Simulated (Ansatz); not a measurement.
# CoBiS3: relaxing a made-up structure, part 2 of 2

This structure for CoBiS3 is made up. Its elements were placed in a known structure type with a cell scaled to their sizes. What cell does the guess relax to, and how far off was it?

Ansatz 0.2.0; DFT, PBE, plane-wave PAW, files of the set soft_1, scalar-relativistic, ferromagnetic start, cell and ions relaxed at zero pressure; PAW set soft_1 (the session's first sound run).

So far: Set-up; Relaxation of the guess. The relaxed cell has a = 4.291, c = 5.580 Å (conventional setting).

### 3. Bands of the relaxed cell

A second self-consistent run takes a narrower smearing and the mesh shown in its input; the bands follow along the standard path of the relaxed lattice.

This step: DFT, PBE, plane-wave PAW, files of the set soft_1, scalar-relativistic, no spin, bands and density of states at the relaxed cell; PAW set soft_1 (Ansatz 0.2.0).

File input.yaml:

```yaml
crystal:
  lattice:
    - [4.2906267012, 0.0, 0.0]
    - [0.0, 4.2906267012, 0.0]
    - [0.0, 0.0, 5.5804477328]
  atoms:
    - { symbol: Bi, position: [0.0, 0.0, 0.0281792827] }
    - { symbol: Co, position: [0.5, 0.5, 0.5955425646] }
    - { symbol: S, position: [0.0, 0.5, 0.7108560584] }
    - { symbol: S, position: [0.5, 0.5, 0.2061660359] }
    - { symbol: S, position: [0.5, 0.0, 0.7108560584] }
kpoints:
  mp_grid: { grid: [8, 8, 6] }
  band_path:
    path:
      - [[0.0, 0.0, 0.0], [0.0, 0.5, 0.0], [0.5, 0.5, 0.0], [0.0, 0.0, 0.0], [0.0, 0.0, 0.5], [0.0, 0.5, 0.5], [0.5, 0.5, 0.5], [0.0, 0.0, 0.5]]
      - [[0.0, 0.5, 0.0], [0.0, 0.5, 0.5]]
      - [[0.5, 0.5, 0.0], [0.5, 0.5, 0.5]]
    npoints: 8
scf:
  occupations: { method: fermi_dirac, width: 0.03 }
  n_extra_bands: 9
hamiltonian:
  xc: pbe
  pseudopotentials: { kind: paw, azcp: { folder: soft_1 } }
output:
  forces: true
  stress: true
  write_bands: true
  dos: { projected: true }
  write_density: true
  write_potential: true
  elf: true
  volumetric_format: npy
```

Launch:

```console
> ansatz run input.yaml --threads 4 --pin off --max-ram 8192MiB --backend cpu --events-out ev --progress --plain --runs-dir out
```

Numbers of over 12 decimals in the logs are rounded to 6 here.

What it wrote:

```text
[...]
Crystal: 5 atoms, lattice volume = 102.733 Å³
Basis set: ecut = 420 eV, 2011 PW (Γ), exchange–correlation on 60×60×80 points (8 copies of the dense FFT grid, shifted against one another)
Bands: 34, of which v1, the nominal top of the filled ones, is band 25 counted from 1 (24 counted from 0)
Symmetry: 8 space group operations
[...]
k-points: 60 of 384 (time reversal used)
[...]
SCF iter   1: F=—  HF=-20238.283998 eV  |F-HF|=—  |Δ(HF+E_count)|=         —  Δρ=2.34e-1  dr2=5.87e1  ethr=3.10e-3  ⟨swp⟩=7.6  Hψ=10268  notcnv=0  defer=1
[...]
SCF iter  12: F=-20232.319322 eV  HF=-20232.319322 eV  |F-HF|=6.36e-9  |Δ(HF+E_count)|=   7.09e-8  Δρ=4.06e-6  dr2=2.03e-8  ethr=2.00e-10  ⟨swp⟩=17.9  Hψ=16228  notcnv=0
SCF 1 converged in 12 iterations: F = -20232.319322 eV  dr2 = 2.03e-8
[...]
NSCF: frozen V_eff on 75 k-points
SCF converged after 12 iterations
Free energy (F): -20232.319322 eV
[...]
Internal energy: -20232.308635 eV  (E = F + TS)
E sigma→0 (E₀):  -20232.313978 eV
Entropy (-TS):   -0.010687 eV (-2.137 meV/atom)
Fermi energy:    8.904576 eV
[...]
--- Forces (eV/Å), atoms counted from 1 ---
  atom   1  Bi     0.00000000     0.00000000     0.08517061
  atom   2  Co    -0.00000000     0.00000000     0.05376992
  atom   3  S     -0.00000000     0.00000000    -0.05704960
  atom   4  S     -0.00000000     0.00000000    -0.02482165
  atom   5  S      0.00000000     0.00000000    -0.05704960
  max |Σ_I F_I| component: 1.97e-5 eV/Å
--- Stress (GPa, compression-positive) ---
       -0.210982       0.000000       0.000000
        0.000000      -0.210982       0.000000
        0.000000       0.000000       0.125585
  P = ⅓ Tr σ = -0.0988 GPa (-0.988 kbar)
--- Band table (eV; the first three rows and the last of 60) ---
  k-point 0: bands = [... 21 lower, 7.7828, 7.7828, 8.8217, 8.8217, 9.2930, 9.2942, 10.6060, 11.9697, ... 5 higher]
  k-point 1: bands = [... 21 lower, 7.6048, 7.6048, 8.9241, 8.9241, 9.2751, 9.2865, 10.3765, 12.0040, ... 5 higher]
  k-point 2: bands = [... 21 lower, 7.2879, 7.2879, 9.0775, 9.0775, 9.2252, 9.2422, 9.8416, 12.0497, ... 5 higher]
  k-point 59: bands = [... 21 lower, 7.9654, 7.9654, 8.0069, 9.2275, 9.3622, 11.9938, 12.1269, 12.6087, ... 5 higher]
```

Wall time 9.7 s (4 threads of Arm Neoverse V2, shared host); peak memory 0.53 GiB; 37 s of CPU time.

In the SCF lines HF is the Harris–Foulkes energy and dr2 the Hartree energy of the density residual, in eV; the loop may stop once dr2 is under the threshold and the program's other checks hold. Hψ counts applications of the Hamiltonian.

This step gave:

| Item | Value |
| --- | --- |
| free energy | -20232.3193 eV |
| energy at zero smearing | -20232.3140 eV |
| smearing term TS | 0.01069 eV |
| Fermi energy | 8.905 eV |
| pressure | -0.09879 GPa |

bands.tsv at the labelled points (eV, zero at the Fermi level; the bands that come nearest the Fermi level along the path):

| point | band 22 | band 23 | band 24 | band 25 | band 26 | band 27 | band 28 | band 29 |
| --- | --- | --- | --- | --- | --- | --- | --- | --- |
| Γ | -1.12 | -1.12 | -0.08 | -0.08 | 0.39 | 0.39 | 1.70 | 3.07 |
| X | -1.18 | -0.81 | -0.77 | -0.44 | 0.20 | 0.69 | 1.80 | 2.25 |
| M | -1.29 | -1.14 | -0.62 | -0.62 | 0.46 | 1.68 | 3.09 | 4.15 |
| Γ | -1.12 | -1.12 | -0.08 | -0.08 | 0.39 | 0.39 | 1.70 | 3.07 |
| Z | -1.78 | -1.67 | 0.20 | 0.24 | 0.24 | 0.32 | 0.71 | 3.16 |
| R | -1.51 | -0.90 | -0.34 | -0.09 | 0.09 | 0.54 | 1.92 | 2.83 |
| A | -0.94 | -0.94 | -0.90 | 0.32 | 0.46 | 3.09 | 3.22 | 3.70 |
| Z | -1.78 | -1.67 | 0.20 | 0.24 | 0.24 | 0.32 | 0.71 | 3.16 |
| X | -1.18 | -0.81 | -0.77 | -0.44 | 0.20 | 0.69 | 1.80 | 2.25 |
| R | -1.51 | -0.90 | -0.34 | -0.09 | 0.09 | 0.54 | 1.92 | 2.83 |
| M | -1.29 | -1.14 | -0.62 | -0.62 | 0.46 | 1.68 | 3.09 | 4.15 |
| A | -0.94 | -0.94 | -0.90 | 0.32 | 0.46 | 3.09 | 3.22 | 3.70 |

States per cell as run, both spins, in windows of 1 eV, from dos.tsv (zero at the Fermi level): Near the top, bands beyond those computed are missing, so counts there can be too low.

| from | to | total |
| --- | --- | --- |
| -8 | -7 | 0.00 |
| -7 | -6 | 0.45 |
| -6 | -5 | 2.65 |
| -5 | -4 | 3.17 |
| -4 | -3 | 3.90 |
| -3 | -2 | 5.26 |
| -2 | -1 | 3.96 |
| -1 | 0 | 4.71 |
| 0 | 1 | 2.52 |
| 1 | 2 | 1.78 |
| 2 | 3 | 3.12 |
| 3 | 4 | 2.45 |
| 4 | 5 | 0.12 |
| 5 | 6 | 0.97 |

A further 26.0 states lie below the table's range.

Force by atom:

```csv
atom,x (eV/Å),y (eV/Å),z (eV/Å),size
Bi1,0.0000,0.0000,0.0852,0.0852
Co2,0.0000,0.0000,0.0538,0.0538
S3,0.0000,0.0000,-0.0570,0.0570
S4,0.0000,0.0000,-0.0248,0.0248
S5,0.0000,0.0000,-0.0570,0.0570
```

Valence density in the ac plane at fractional y = 0.500, with atoms of Co and S within 0.2 Å of it. It is the smooth field of the valence electrons, not physical close to the nuclei.

Ten steps, logarithmic in the rise over the least value, from '0' (0 e/Å³) to '9' (38 e/Å³), each cell a mean:
```
00000000000000
11000000000011
22110000000122
22210000001122
12221123211222
12222467532222
22222589842222
22112589841112
11101467521011
00000123210000
00000122110000
00001222211000
00001222221000
00012221221000
00012221221000
00001222221000
00001122210000
00000011100000
```
Columns run along a (4.3 Å), rows up along c (5.6 Å). Atoms in or near the plane, at fractional coordinates: Co at (0.50, 0.60), S at (0.00, 0.71), S at (0.50, 0.21).

Electrostatic potential energy in the ac plane at fractional y = 0.500, with atoms of Co and S within 0.2 Å of it. With pseudopotentials it is smooth inside the atoms' cores, unlike the true potential.

Values in eV, 18 rows by 14 columns, each cell a mean:
```
 11  11  12  12  13  12  12  12  12  12  13  12  12  11
  6   7  10  11  12  12  12  12  12  12  12  11   9   7
-16  -9   3   9  11  11  11  10  11  11  11   8  -1 -12
-32 -30 -11   5   9   8   6   4   6   9   8   1 -20 -32
-23 -32 -22   1   6  -2 -14 -18 -10   2   5  -5 -30 -29
-26 -33 -20   0  -1 -22 -34 -35 -31 -13   2  -4 -29 -31
-33 -27  -8   3  -7 -32 -35 -33 -35 -25  -1   2 -16 -30
 -8  -3   5   6  -6 -32 -35 -34 -35 -24   1   7   3  -5
  7   9  10   9   2 -21 -34 -36 -31 -12   5  10  10   8
 12  12  12  11   9   1 -10 -14  -7   5  10  12  12  12
 13  13  13  12  10   7   3   1   4   8  11  13  13  13
 13  13  13  12   9   0 -10 -14  -7   4  10  13  13  13
 13  13  13  11   3 -18 -31 -32 -28  -8   7  12  13  13
 13  13  13   9  -3 -29 -29 -23 -32 -20   3  11  13  13
 13  13  12  10  -2 -28 -29 -24 -32 -19   4  11  13  13
 13  13  12  11   4 -17 -31 -33 -28  -8   7  12  13  13
 12  12  13  12   9   2  -7 -10  -4   6  11  12  13  12
 12  12  12  12  12  10   8   7   8  11  12  13  12  12
```
Columns run along a (4.3 Å; values clipped at the 3rd and 97th percentile), rows up along c (5.6 Å). Atoms in or near the plane, at fractional coordinates: Co at (0.50, 0.60), S at (0.00, 0.71), S at (0.50, 0.21).

ELF in the ac plane at fractional y = 0.500, with atoms of Co and S within 0.2 Å of it. It is the smooth field of the valence electrons, not physical close to the nuclei.

Values, 18 rows by 14 columns, each cell a mean:
```
0.47 0.37 0.19 0.09 0.09 0.19 0.27 0.30 0.25 0.14 0.08 0.11 0.26 0.42
0.77 0.70 0.48 0.23 0.10 0.08 0.10 0.10 0.09 0.08 0.13 0.31 0.58 0.73
0.83 0.81 0.72 0.48 0.23 0.11 0.08 0.07 0.09 0.14 0.31 0.58 0.77 0.82
0.43 0.59 0.75 0.63 0.33 0.14 0.08 0.07 0.10 0.19 0.44 0.71 0.71 0.52
0.03 0.25 0.74 0.70 0.34 0.18 0.17 0.16 0.17 0.20 0.47 0.77 0.59 0.12
0.08 0.39 0.82 0.68 0.27 0.27 0.39 0.43 0.35 0.23 0.40 0.79 0.70 0.23
0.54 0.74 0.86 0.58 0.19 0.30 0.59 0.71 0.50 0.21 0.29 0.74 0.84 0.67
0.83 0.84 0.77 0.41 0.14 0.30 0.58 0.69 0.49 0.20 0.19 0.57 0.82 0.84
0.74 0.71 0.54 0.27 0.14 0.25 0.37 0.40 0.34 0.19 0.16 0.36 0.63 0.73
0.36 0.30 0.20 0.16 0.17 0.21 0.23 0.23 0.23 0.19 0.17 0.17 0.24 0.33
0.08 0.08 0.10 0.20 0.34 0.46 0.52 0.54 0.51 0.42 0.29 0.15 0.08 0.08
0.02 0.04 0.16 0.40 0.63 0.77 0.81 0.82 0.80 0.73 0.56 0.31 0.09 0.03
0.02 0.08 0.32 0.62 0.78 0.76 0.55 0.44 0.62 0.80 0.74 0.53 0.20 0.05
0.03 0.12 0.45 0.74 0.84 0.64 0.15 0.03 0.30 0.79 0.83 0.67 0.29 0.07
0.04 0.12 0.44 0.76 0.87 0.71 0.21 0.05 0.37 0.83 0.85 0.68 0.29 0.08
0.04 0.09 0.32 0.68 0.85 0.83 0.59 0.44 0.69 0.87 0.81 0.57 0.20 0.06
0.05 0.06 0.14 0.41 0.70 0.81 0.80 0.79 0.81 0.79 0.61 0.30 0.10 0.06
0.12 0.09 0.08 0.16 0.37 0.60 0.68 0.70 0.66 0.53 0.28 0.11 0.08 0.10
```
Columns run along a (4.3 Å), rows up along c (5.6 Å). Atoms in or near the plane, at fractional coordinates: Co at (0.50, 0.60), S at (0.00, 0.71), S at (0.50, 0.21).

### 4. Summary of results

| Quantity | Value |
| --- | --- |
| space group, relaxed | P4mm |
| conventional cell | a = 4.291, b = 4.291, c = 5.580 Å; α = 90.0°, β = 90.0°, γ = 90.0° |
| volume per atom | 20.55 Å³ (guess 19.93) |
| total moment | 0.00 μB in the cell of 5 atoms |

**Reading.** CoBiS3 relaxes to P4mm with a = 4.291, b = 4.291 and c = 5.580 Å. The guessed volume was 3 % too small. The space group P4mm was held in the relaxation, so the end point is a stationary structure within it and may be a saddle against distortions or other arrangements. The moments died out from this one start and weren't seeded again at the relaxed cell. Bands cross the Fermi level, so it is a metal or semimetal at this level. On the 8×8×6 mesh with the narrower smearing (relaxed on 6×6×6) the largest force component is 0.085 eV/Å and the largest stress component is 0.211 GPa, against the relaxation's thresholds of 0.015 eV/Å and 0.05 GPa. The cutoff wasn't tested. A vector of the cell changed its length by 14 %, more than the volume shows. Spin-orbit coupling is left out, which can matter for elements this heavy. No dispersion term is used, so weakly bound directions may come out too long. Nothing here tests whether the compound is stable against decomposition.

[Logs are printed without paths, hosts, clocks, repeated set-up lines and the standing remarks that a program may print on its own settings, such as how far it seeks lower states.]

[Hosts, paths, dates, database ids (printed as entryN), source tags and the programs' standing remarks are cut or masked in the printed files.]
